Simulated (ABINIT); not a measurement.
Planning a run of ABINIT 10.8.3 on AlGaN2 (P-4m2). The input:

```
acell 3*1.0 Angstrom
rprim 
  3.140877048700 0.000000000000 0.000000000000
  0.000000000000 3.140877048700 0.000000000000
  0.000000000000 0.000000000000 4.423837940000
ntypat 3
znucl 13 31 7
natom 4
typat 1 2 3 3
xred 
  0.500000000000 0.500000000000 0.500000000000
  0.000000000000 0.000000000000 0.000000000000
  0.500000000000 0.000000000000 0.738264810000
  0.000000000000 0.500000000000 0.261735190000
pp_dirpath "pseudos"
pseudos "Al.upf, Ga.upf, N.upf"
ecut 45
ngkpt 4 4 2
nshiftk 1
shiftk 0 0 0
kptopt 1
chksymbreak 0
istwfk *1
occopt 1
irdwfk 1
optdriver 4
nband 45
gwcalctyp 10
ecutsigx 45
symsigma 1
nkptgw 12
kptgw 
  0.0000000000 0.0000000000 0.0000000000
  0.2500000000 0.0000000000 0.0000000000
  0.5000000000 0.0000000000 0.0000000000
  0.2500000000 0.2500000000 0.0000000000
  0.5000000000 0.2500000000 0.0000000000
  0.5000000000 0.5000000000 0.0000000000
  0.0000000000 0.0000000000 0.5000000000
  0.2500000000 0.0000000000 0.5000000000
  0.5000000000 0.0000000000 0.5000000000
  0.2500000000 0.2500000000 0.5000000000
  0.5000000000 0.2500000000 0.5000000000
  0.5000000000 0.5000000000 0.5000000000
bdgw 
  12 23
  12 23
  12 23
  12 23
  12 23
  12 23
  12 23
  12 23
  12 23
  12 23
  12 23
  12 23
ecuteps 3.9
irdscr 1
ppmodel 1
irdqps 1
indata_prefix "in"
outdata_prefix "out"
tmpdata_prefix "tmp"
```

```sh
OMP_NUM_THREADS=1 mpirun -n 4 abinit run.abi > log
```

Q: Estimate wall time and host memory on 4 MPI ranks of Arm Neoverse V1, shared host.

It took 41 s; on shared hardware allow 20 s to 81 s. Peak host memory was 1.2 GiB.

[Paths, hosts, dates, memory and timing lines, banners, echoed tables and standing remarks are left out of the program output.]

[Logs are printed without paths, hosts, clocks, repeated set-up lines and the standing remarks that a program may print on its own settings, such as how far it seeks lower states.]

[Runs of the session that timed out or met a known fault of the program may be left out.]

[Hosts, paths, dates, database ids (printed as entryN), source tags and the programs' standing remarks are cut or masked in the printed files.]

[G0W0 gaps are taken among the corrected bands and points alone; a level outside them can change the order at an edge.]

[Where Ansatz stands beside ABINIT at settings called matched, ABINIT's density can come from a denser mesh and the files from another edition; pairs whose starting gaps differed by over 0.03 eV were left out, so agreement reads better than it is.]
